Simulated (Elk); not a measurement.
# Polar Kerr effect of VPt3, part 2 of 2

Wanted: σ_xx, σ_xy and the Kerr angle of VPt3 with spin–orbit coupling.

Elk 11.2.3 (patched build); LDA (Perdew-Wang); all-electron APW+lo, Dirac cores, scalar-relativistic bands with second-variational spin-orbit coupling.

So far. Step 2 (Self-consistent run): After 24 cycles the largest moment stands at 1.21 μB.

## (4) Optics with a broadening of 0.30 eV (continued)

Intraband term left out, so in a metal the low energies lack the Drude part. Polar Kerr angle against photon energy; values in degrees:

```
photon energy (eV)  rotation  ellipticity
               0.0         0            0
               0.5     0.457       0.0277
               1.0     0.437        0.226
               1.5     0.238        0.461
               2.0  -0.00683        0.483
               2.5    -0.331        0.481
               3.0    -0.417      0.00842
               3.5    -0.220       -0.164
               4.0   -0.0311       -0.166
               4.5   -0.0924      -0.0682
               5.0   -0.0523       -0.239
               5.5     0.172       -0.194
               6.0     0.152       -0.105
               6.5     0.276      -0.0353
               7.0     0.184        0.133
               7.5    0.0860        0.101
               8.0    0.0467        0.240
```

Intraband term left out, so in a metal the low energies lack the Drude part. Optical conductivity against photon energy:

```
photon energy (eV)  Re sigma xx (S/cm)  Im sigma xx (S/cm)  Re sigma xy (S/cm)  Im sigma xy (S/cm)  Re sigma zz (S/cm)  Im sigma zz (S/cm)
               0.0                5770                   0                -514                   0                5675                   0
               0.5                5993                -634                -355                -288                5862                -682
               1.0                6411               -1197                -219                -324                6342               -1264
               1.5                7736               -1838               -23.9                -453                7698               -1914
               2.0                9867                -787                 314                -399                9828                -856
               2.5               10240                1608                 585                19.8               10249                1546
               3.0                9128                3576                91.5                 337                9115                3534
               3.5                7428                4463                -106                 141                7451                4439
               4.0                5821                4153               -75.3                5.51                5815                4135
               4.5                5117                3410               -24.3                29.5                5109                3387
               5.0                4855                2991               -67.1                15.4                4852                2959
               5.5                4483                2647               -47.2               -37.9                4474                2629
               6.0                4445                2169               -27.1               -26.9                4453                2151
               6.5                4291                1903               -18.9               -47.7                4291                1887
               7.0                4526                1448                8.42               -40.6                4522                1432
               7.5                4736                1548                11.0               -22.6                4733                1533
               8.0                4969                1664                40.0               -27.1                4963                1649
```

## (5) Optics with a broadening of 0.20 eV

The broadening stands for the lifetime of the excited states; it lowers and widens the peaks.

elk.in reads:

```
tasks
  121
  122

xctype
  3

rgkmax
  7.0

nempty
  14

swidth
  0.0075

reducebf
  0.5

epsengy
  1e-05

maxscl
  100

lmaxi
  3

spinpol
  .true.

spinorb
  .true.

cmagz
  .true.

intraband
  .false.

sppath
  './'

avec
  5.76777062200 -1.54546948030 4.22230114170
  -1.54546948030 5.76777062200 4.22230114170
  -4.22230114170 -4.22230114170 4.22230114170

atoms
  2
  'V.in'
  1
  0.0000000000 0.0000000000 0.0000000000   0.000000 0.000000 -0.000045
  'Pt.in'
  3
  0.0000000000 0.5000000000 0.5000000000   0.000000 0.000000 -0.000018
  0.5000000000 0.0000000000 0.5000000000   0.000000 0.000000 -0.000018
  0.5000000000 0.5000000000 0.0000000000   0.000000 0.000000 -0.000018

ngridk
  10 10 10

wplot
  240 100 0
  0.00000 0.30000

optcomp
  1 1
  1 2
  3 3
```

Launch:

```sh
$ OMP_NUM_THREADS=4 elk
```

Log:

```text
┌─────────────────────────────────┐
│ Elk code version 11.2.3 started │
└─────────────────────────────────┘

┌────────────────────┐
│ Current task : 121 │
└────────────────────┘

Info(checkmt): changed muffin-tin radius of species 2 (Pt) from   2.8000 to   2.5606

Info(dielectric):
 dielectric tensor written to EPSILON_ij.OUT
 optical conductivity written to SIGMA_ij.OUT
 for components
  i = 1, j = 1
  i = 1, j = 2
  i = 3, j = 3

┌────────────────────┐
│ Current task : 122 │
└────────────────────┘

Warning(chksvso): spin-orbit splittings by the second variation are low [figures from our tests cut]: local-orbitals by j (lorbdm 7 and 8, zora) mend levels alone

Info(dielectric):
 dielectric tensor written to EPSILON_ij.OUT
 optical conductivity written to SIGMA_ij.OUT
 for components
  i = 1, j = 1
  i = 1, j = 2

Info(moke):
 complex Kerr angle in degrees written to KERR.OUT

┌──────────────────┐
│ Elk code stopped │
└──────────────────┘
```

The job ended after 1.9 min (4 threads of Arm Neoverse V1, shared host; peak memory 0.05 GiB; 7.6 min of CPU time).

Intraband term left out, so in a metal the low energies lack the Drude part. Table of polar Kerr angle by photon energy; values in degrees:

```
photon energy (eV)  rotation  ellipticity
               0.0         0            0
               0.5     0.529       0.0788
               1.0     0.497        0.230
               1.5     0.230        0.526
               2.0   -0.0558        0.517
               2.5    -0.407        0.600
               3.0    -0.462      -0.0460
               3.5    -0.223       -0.202
               4.0    0.0108       -0.218
               4.5    -0.127      -0.0374
               5.0   -0.0865       -0.293
               5.5     0.235       -0.214
               6.0     0.143      -0.0964
               6.5     0.335      -0.0257
               7.0     0.183        0.199
               7.5    0.0275        0.106
               8.0    0.0732        0.349
```

## (6) The strongest peak

The largest local extreme of the rotation above 1.5 eV, for majority spin along +z:

```
broadening (eV)  energy (eV)  rotation (°)  ellipticity (°)  rotation at 1.96 eV (°)
           0.30         2.76        -0.486            0.218                    0.011
           0.20         2.72        -0.624            0.258                   -0.033
```

## (7) Outcome

| Property | Result |
| --- | --- |
| net spin moment | 1.24 μB a cell |
| strongest peak above 1.5 eV | -0.49° at 2.8 eV |
| rotation at 1.96 eV | 0.011° |

What this shows: Above 1.5 eV the rotation peaks at 2.76 eV, with -0.49° for majority spin along +z at a broadening of 0.30 eV. The run's majority spin points along +z; the magnetisation points the other way, and the angle changes sign with it. The intraband (Drude) term is left out, which matters in a metal: most under about 1.5 eV, and higher wherever the diagonal response is small. These are independent-particle spectra on a 10×10×10 mesh, not shown converged.

[Logs and program files are shortened in this print: banners, set-up blocks, solver, clock and traceback lines can be left out without a mark of their own.]

[Logs are printed without paths, hosts, clocks, repeated set-up lines and the standing remarks that a program may print on its own settings, such as how far it seeks lower states.]

[Hosts, paths, dates, database ids (printed as entryN), source tags and the programs' standing remarks are cut or masked in the printed files.]

[Where a cell is said to come from a database of computed structures, the database is the Materials Project.]
